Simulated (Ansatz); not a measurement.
# Quasiparticle gap of AlH3 (Fd-3m), part 2 of 2

How far does one-shot GW move the LDA gap of AlH3 (Fd-3m)?

Ansatz 0.2.0; LDA, then G0W0 on it, plane waves, PAW. Known limits of the many-body steps: finite bands, screening cutoff and k mesh; no spin-orbit coupling in G0W0.

So far. Step 2 (Bands along the symmetry lines): Over mesh and path the gap is 2.848 eV, from k = Γ to k = (0.500, 0.000, 0.500). The least direct gap found is 3.071 eV, at k = Γ.

In doubt: masses and optical values from hybrid runs of this build are listed as unsure (in some of the runs), which bears on the screening that GW takes from such a start.

### Step 3. One-shot GW

G0W0 replaces the xc potential by a self-energy built once from the orbitals of the start. Levels are corrected in the window of bands that the input names, at points of the mesh.

This step: G0W0 on LDA, plane waves, PAW.

input.yaml reads:

```yaml
crystal:
  lattice:
    - [0.0, 4.48935055, 4.48935055]
    - [4.48935055, 0.0, 4.48935055]
    - [4.48935055, 4.48935055, 0.0]
  atoms:
    - { symbol: Al, position: [0.625, 0.125, 0.125] }
    - { symbol: Al, position: [0.125, 0.625, 0.125] }
    - { symbol: Al, position: [0.125, 0.125, 0.625] }
    - { symbol: Al, position: [0.125, 0.125, 0.125] }
    - { symbol: H, position: [0.80509041, 0.80509041, 0.19490959] }
    - { symbol: H, position: [0.19490959, 0.19490959, 0.80509041] }
    - { symbol: H, position: [0.80509041, 0.19490959, 0.80509041] }
    - { symbol: H, position: [0.19490959, 0.80509041, 0.19490959] }
    - { symbol: H, position: [0.19490959, 0.80509041, 0.80509041] }
    - { symbol: H, position: [0.80509041, 0.19490959, 0.19490959] }
    - { symbol: H, position: [0.44490959, 0.44490959, 0.05509041] }
    - { symbol: H, position: [0.05509041, 0.05509041, 0.44490959] }
    - { symbol: H, position: [0.44490959, 0.05509041, 0.44490959] }
    - { symbol: H, position: [0.05509041, 0.44490959, 0.05509041] }
    - { symbol: H, position: [0.05509041, 0.44490959, 0.44490959] }
    - { symbol: H, position: [0.44490959, 0.05509041, 0.05509041] }
kpoints:
  mp_grid: { grid: [4, 4, 4] }
hamiltonian:
  xc: lda
scf:
  occupations: { method: fixed }
gw:
  n_empty_bands: 831
  ecut_chi: 160.0
  qp_bands: [v4, c4]
  qp_kpoints: band_edges
  screening: { model: contour_deformation }
```

Command:

```bash
$ ansatz run input.yaml --threads 3 --pin off --max-ram 92160MiB --backend cuda --events-out ev --progress --plain --runs-dir out --devices 1 --max-vram 13GiB
```

Numbers of over 12 decimals in the logs are rounded to 6 here.

Output:

```text
GPUs: using 1 of 1 available (devices: 1).
[...]
GPU FFT provider: cuFFT
GPU libraries: cuBLAS 13.8.2, cuFFT 12.4.0, cuSOLVER 12.3.4
Crystal: 16 atoms, lattice volume = 180.959 Å³
Basis set: ecut = 420 eV, 3527 PW (Γ)
Bands: 28, of which v1, the nominal top of the filled ones, is band 12 counted from 1 (11 counted from 0)
Symmetry: 48 space group operations
[...]
k-points: 8 of 64
[...]
GPU buffer pool allocated for 91125 grid points (all kernels)
[...]
SCF iter   1: F=—  HF=-2238.994553 eV  |F-HF|=—  |Δ(HF+E_count)|=         —  Δρ=1.19e-2  dr2=1.81e-1  ethr=1.77e-3  ⟨swp⟩=5.1  Hψ=954  notcnv=0  defer=101
[...]
SCF iter   6: F=-2238.932183 eV  HF=-2238.932183 eV  |F-HF|=1.24e-10  |Δ(HF+E_count)|=  3.14e-10  Δρ=5.11e-7  dr2=4.15e-10  ethr=1.24e-10  ⟨swp⟩=10.6  Hψ=1598  notcnv=0
SCF 1 converged in 6 iterations: F = -2238.932183 eV  dr2 = 4.15e-10
[...]
NSCF: frozen V_eff on 8 k-points
the band table was solved once the SCF had ended and its energy, with any forces and stress, was formed, with the checks that follow a solve (1073 applications of the Hamiltonian). They found nothing against the state; the energy, forces and stress were not computed again (output.eigenvalues in the input reference)
[...]
G₀W₀ screening: q 1/8
[... further progress lines ...]
[...]
SCF converged after 6 iterations
Free energy (F): -2238.932183 eV
[...]
Internal energy: -2238.932183 eV  (E = F + TS)
E sigma→0 (E₀):  -2238.932183 eV
Fermi energy:    -0.147301 eV
[...]
--- Band table (eV; the first three rows and the last of 8) ---
  k-point 0: bands = [... 8 lower, -3.7129, -3.7129, -0.1473, -0.1473, 2.9238, 4.3709, 4.3709, 4.3709, ... 12 higher]
  k-point 1: bands = [... 8 lower, -3.2479, -2.9487, -0.6356, -0.6356, 3.4887, 3.9614, 4.7897, 4.9395, ... 12 higher]
  k-point 2: bands = [... 8 lower, -2.3337, -1.9220, -1.5073, -1.5073, 3.0893, 3.8688, 4.8745, 4.8745, ... 12 higher]
  k-point 7: bands = [... 8 lower, -2.0786, -2.0786, -1.3258, -1.3258, 3.0357, 3.0357, 4.7453, 4.7453, ... 12 higher]
--- G₀W₀: contour deformation, 6 samples at zero and on the imaginary axis and 2 off it, 64 q-points, 831 empty bands' worth ---
  eigenvalues of the whole cell's RPA ε∞ on this k-mesh (on a slab, of 1 + 4πα/V) = 3.4361, 3.4361, 3.4361; static W/v taken at q = 0 is 0.291031
  bands read: the sum over 843 bands ends inside a degenerate multiplet in 4 slots, whose members it reads at an even weight; the widest, k=1: bands 843 to 844 (counted from 1) at 1/2 each
  gw.qp_kpoints: band_edges: 8 of 8 stored k-points solved, in 1 pass; an edge of the gap read off the rows below is read off those points alone
    ik  band        ε_KS         Σx   Σc(E_QP)       V_xc       Z   E_QP_lin       E_QP  E_QP is
     0     9     -3.7129   -16.3723     3.0993   -11.7928  0.7281    -5.2555    -5.1931  root
     0    10     -3.7129   -16.3723     3.0993   -11.7928  0.7281    -5.2555    -5.1931  root
     0    11     -0.1473   -15.5426     1.7760   -12.2736  0.7712    -1.6724    -1.6404  root
     0    12     -0.1473   -15.5426     1.7760   -12.2736  0.7712    -1.6724    -1.6404  root
     0    13      2.9238    -2.9882    -3.4289    -7.0671  0.8222     3.5788     3.5738  root
     0    14      4.3709    -3.4829    -3.6855    -7.9061  0.8088     5.1161     5.1085  root
     0    15      4.3709    -3.4829    -3.6855    -7.9061  0.8088     5.1161     5.1085  root
     0    16      4.3709    -3.4829    -3.6855    -7.9061  0.8088     5.1161     5.1085  root
     1     9     -3.2479   -16.0450     2.8164   -11.7952  0.7352    -4.7366    -4.6813  root
     1    10     -2.9487   -15.7604     2.5056   -11.8899  0.7432    -4.3602    -4.3136  root
     1    11     -0.6356   -15.4899     1.8742   -12.1565  0.7677    -2.1280    -2.0947  root
     1    12     -0.6356   -15.4899     1.8742   -12.1565  0.7677    -2.1280    -2.0947  root
     1    13      3.4887    -3.1689    -3.5470    -7.3923  0.8168     4.1709     4.1651  root
     1    14      3.9614    -4.2524    -3.5541    -8.5165  0.8086     4.6781     4.6714  root
     1    15      4.7897    -4.8928    -3.9907    -9.7525  0.7943     5.6713     5.6587  root
     1    16      4.9395    -4.7189    -3.8809    -9.3945  0.7941     5.7447     5.7342  root
     2     9     -2.3337   -15.8780     2.4660   -11.9514  0.7494    -3.8413    -3.7944  root
     2    10     -1.9220   -15.6651     2.1869   -12.0426  0.7579    -3.3973    -3.3576  root
     2    11     -1.5073   -15.3917     2.0593   -11.9422  0.7597    -2.9330    -2.8975  root
     2    12     -1.5073   -15.3917     2.0593   -11.9422  0.7597    -2.9330    -2.8975  root
     2    13      3.0893    -6.2155    -3.7013   -10.8592  0.8007     4.0430     4.0318  root
     2    14      3.8688    -2.6940    -3.4948    -6.8455  0.8205     4.5310     4.5254  root
     2    15      4.8745    -7.3787    -4.0958   -12.3659  0.7743     5.7813     5.7660  root
     2    16      4.8745    -7.3787    -4.0958   -12.3659  0.7743     5.7813     5.7660  root
     3     9     -3.1238   -15.8977     2.6382   -11.8692  0.7396    -4.5642    -4.5141  root
     3    10     -2.9950   -15.7733     2.6096   -11.7799  0.7402    -4.4292    -4.3789  root
     3    11     -0.9995   -15.5738     2.0087   -12.1037  0.7637    -2.4968    -2.4610  root
     3    12     -0.4748   -15.4836     1.8298   -12.1800  0.7695    -1.9813    -1.9486  root
     3    13      3.7097    -3.2104    -3.5762    -7.4558  0.8150     4.3847     4.3789  root
     3    14      4.0310    -6.8321    -3.8835   -11.6392  0.7880     4.9672     4.9545  root
     3    15      4.0310    -6.8321    -3.8835   -11.6392  0.7880     4.9672     4.9545  root
     3    16      4.6988    -3.2096    -3.6081    -7.4785  0.8108     5.3658     5.3596  root
     4     9     -2.3258   -15.8834     2.4589   -11.9649  0.7495    -3.8323    -3.7854  root
     4    10     -1.7805   -15.5761     2.1534   -11.9967  0.7585    -3.2452    -3.2065  root
     4    11     -1.6731   -15.5927     2.1726   -11.9935  0.7574    -3.1387    -3.0998  root
     4    12     -1.1342   -15.4172     1.9490   -12.0422  0.7649    -2.5939    -2.5602  root
     4    13      3.1300    -6.8686    -3.6346   -11.3908  0.7963     4.0273     4.0175  root
     4    14      3.5007    -7.1081    -3.7986   -11.8517  0.7906     4.4577     4.4456  root
     4    15      4.3853    -3.6539    -3.7536    -8.1611  0.8070     5.1470     5.1389  root
     4    16      4.7358    -4.8389    -3.9354    -9.6178  0.7954     5.5907     5.5792  root
[...]
6    13      2.7005    -7.0396    -3.6499   -11.6658  0.7972     3.6881     3.6767  root
     6    14      2.7005    -7.0396    -3.6499   -11.6658  0.7972     3.6881     3.6767  root
     6    15      5.3772    -4.1542    -3.9525    -8.8295  0.7933     6.1088     6.1000  root
     6    16      5.3772    -4.1542    -3.9525    -8.8295  0.7933     6.1088     6.1000  root
     7     9     -2.0786   -15.7638     2.3545   -11.9605  0.7522    -3.5715    -3.5274  root
     7    10     -2.0786   -15.7638     2.3545   -11.9605  0.7522    -3.5715    -3.5274  root
     7    11     -1.3258   -15.4885     2.0015   -12.0555  0.7637    -2.7922    -2.7574  root
     7    12     -1.3258   -15.4885     2.0015   -12.0555  0.7637    -2.7922    -2.7574  root
     7    13      3.0357    -7.1079    -3.6408   -11.6574  0.7949     3.9546     3.9444  root
     7    14      3.0357    -7.1079    -3.6408   -11.6574  0.7949     3.9546     3.9444  root
     7    15      4.7453    -5.6042    -4.1937   -10.7629  0.7860     5.7263     5.7103  root
     7    16      4.7453    -5.6042    -4.1937   -10.7629  0.7860     5.7263     5.7103  root
```

Wall time 50 s (1 × NVIDIA H100 80GB HBM3 (shared by 6 runs) with 3 threads of AMD EPYC 7R13 (Zen 3), shared host); peak memory 2.5 GiB; 66 s of CPU time.

This step gave:

```
bands summed                                    : 843
RPA ε∞ on this mesh (eigenvalues)               : 3.436, 3.436, 3.436
plane waves in the screening matrix             : 869
q-points in the mesh                            : 64
G0W0 gap over the corrected points              : 5.214 eV
k of the valence top                            : 0, 0, 0
k of the conduction bottom                      : 0, 0, 0
starting gap on the mesh                        : 2.848 eV
Z at the valence top                            : 0.7712
Z at the conduction bottom                      : 0.8222
least direct G0W0 gap over the corrected points : 5.214 eV
```

Over all 8 irreducible mesh points the G0W0 gap is 5.214 eV, direct, at k = Γ. The LDA gap of this run on the mesh is 2.848 eV. Other states bound it: the two that bound the G0W0 gap lie 3.071 eV apart in LDA, so state for state the correction is 5.214 − 3.071 = +2.143 eV, while gap against gap it is 5.214 − 2.848 = +2.366 eV.

Labels follow the order of the start: v1 is the top filled band, c1 the lowest empty one; levels that stay degenerate share a row, the window can cut a multiplet, doubted levels are not marked in this list, bands outside the window were not corrected, and the list may be a part of the corrected levels. Levels before and after the correction, in eV, zero at the valence-band top of each column:

```
           conduction bottom  valence top
Kohn-Sham               2.85         0.00
     G0W0               5.21         0.00
```

```
             level  occupation  energy (eV)
Kohn-Sham  Γ v4-v3           2       -3.566
Kohn-Sham  Γ v2-v1           2        0.000
Kohn-Sham     Γ c1           0        3.071
Kohn-Sham  Γ c2-c4           0        4.518
     G0W0  Γ v4-v3           2       -3.553
     G0W0  Γ v2-v1           2        0.000
     G0W0     Γ c1           0        5.214
     G0W0  Γ c2-c4           0        6.749
```

The parts of the quasiparticle energy for the two states that bound the G0W0 gap, in eV on the run's own scale (QP = start + Σx + Σc − Vxc, with Σc at the quasiparticle energy):

```
             edge  k  band   start       Σx      Σc      Vxc      Z      QP
      valence top  Γ    11  −0.147  −15.543   1.776  −12.274  0.771  −1.640
conduction bottom  Γ    13   2.924   −2.988  −3.429   −7.067  0.822   3.574
```

### Step 4. Side by side

Each gap is the least one over the points named; times are wall times on shared hosts, not benchmarks. A G0W0 time includes the run's own self-consistent start. Rows marked * are further runs, not shown as steps, whose inputs differ from the G0W0 step on the same start in the columns given; solver thresholds can differ too.

```
    level   mesh       files, cutoff   bands summed, screening                         points  gap (eV)  valence top      conduction bottom  least direct gap (eV)   time
      LDA  4×4×4  soft_2 PAW, 420 eV                         -                  mesh and path     2.848            Γ  (0.500, 0.000, 0.500)                  3.071    9 s
G0W0@LDA*  4×4×4  soft_2 PAW, 420 eV                148, 48 eV  all 8 irreducible mesh points     4.748            Γ                      Γ                  4.748   11 s
G0W0@LDA*  4×4×4  soft_2 PAW, 420 eV                398, 96 eV  all 8 irreducible mesh points     5.054            Γ                      Γ                  5.054   15 s
 G0W0@LDA  4×4×4  soft_2 PAW, 420 eV               843, 160 eV  all 8 irreducible mesh points     5.214            Γ                      Γ                  5.214   50 s
G0W0@LDA*  2×2×2  soft_2 PAW, 420 eV                398, 96 eV  all 3 irreducible mesh points     5.008            Γ                      Γ                  5.008  8.4 s
G0W0@LDA*  4×4×4  soft_2 PAW, 420 eV  398, 96 eV, plasmon pole  all 8 irreducible mesh points     5.030            Γ                      Γ                  5.030   34 s
```

### Step 5. What came out

```json
{
  "LDA gap over mesh and path": "2.848 eV, from k = Γ to k = (0.500, 0.000, 0.500)",
  "G0W0@LDA gap over all 8 irreducible mesh points": "5.214 eV, direct, at k = Γ",
  "GW settings": "4×4×4 mesh, 831 empty bands, screening to 160 eV",
  "known limits": "finite bands, screening cutoff and k mesh; no spin-orbit coupling in G0W0"
}
```

Over all 8 irreducible mesh points the G0W0 gap is 5.214 eV, direct, at k = Γ. The LDA gap of this run on the mesh is 2.848 eV. Other states bound it: the two that bound the G0W0 gap lie 3.071 eV apart in LDA, so state for state the correction is 5.214 − 3.071 = +2.143 eV, while gap against gap it is 5.214 − 2.848 = +2.366 eV. The valence state moves by −1.640 − (−0.147) = −1.493 eV and the conduction state by 3.574 − 2.924 = +0.650 eV, on the run's own scale; with 148 bands the edge states move by −0.905 and +0.773 eV, so the split between the edges depends on the bands and cutoff. Both edges that LDA shows over mesh and path lie at k points where levels were corrected. G0W0 has the conduction bottom at another k point than that. Levels at other points were not corrected, so a lower G0W0 gap elsewhere in the zone is not ruled out. From 148 bands and 48 eV to 843 bands and 160 eV the gap moves by 5.214 − 4.748 = +0.466 eV (rung by rung 4.748, 5.054, 5.214 eV); bands and screening cutoff rise together, so their parts are not told apart. A line in one over the bands through the two highest rungs gives 5.214 + (5.214 − 5.054) × 398 / (843 − 398) = 5.357 eV, and through the pair below 5.054 + (5.054 − 4.748) × 148 / (398 − 148) = 5.235 eV. The two differ by 0.122 eV, not under the 0.030 eV asked, so the law does not hold well over these rungs and the limit is not known. With the 2×2×2 mesh in place of the 4×4×4 mesh and all else as in the G0W0@LDA row with 398 bands, the gap differs by 5.008 − 5.054 = −0.046 eV, and that of the start by 2.844 − 2.848 = −0.004 eV. With the plasmon pole model in place of the contour deformation model and all else as in the G0W0@LDA row with 398 bands, the gap differs by 5.030 − 5.054 = −0.024 eV. G0W0 on other starts in this series, not shown as steps and not all at these settings: 5.859 eV on HSE06 (4×4×4, soft_2 PAW, 398 bands, 96 eV) and 6.093 eV on PBE0 (4×4×4, soft_2 PAW, 398 bands, 96 eV). The G0W0 runs are scalar-relativistic. G0W0@LDA runs of this series with other atomic data on the same mesh, not shown as steps, give 5.025 eV (hard PAW, 900 eV, 414 bands, screening to 96 eV; the table's row with the same empty bands and screening cutoff has 5.054 eV); where bands and cutoffs differ too, the part of the files is not isolated.

[Paths, hosts, dates, memory and timing lines, banners, echoed tables and standing remarks are left out of the program output.]

[Logs are printed without paths, hosts, clocks, repeated set-up lines and the standing remarks that a program may print on its own settings, such as how far it seeks lower states.]

[Runs of the session that timed out or met a known fault of the program may be left out.]

[Cells called generated may have been cut or substituted from an entry of the Crystallography Open Database or the Materials Project.]

[Hosts, paths, dates, database ids (printed as entryN), source tags and the programs' standing remarks are cut or masked in the printed files.]

[Where an RPA ε∞ is given, it is that of the G0W0 mesh and is not shown converged in it. Names of k-points follow the symmetry that the program found, which can be lower than the space group named. Band edges on a path are those of the sampled points; other points can move an edge, and change direct to indirect where valleys lie close.]

[Hybrid gaps are those of their k-mesh and are not shown converged in it.]
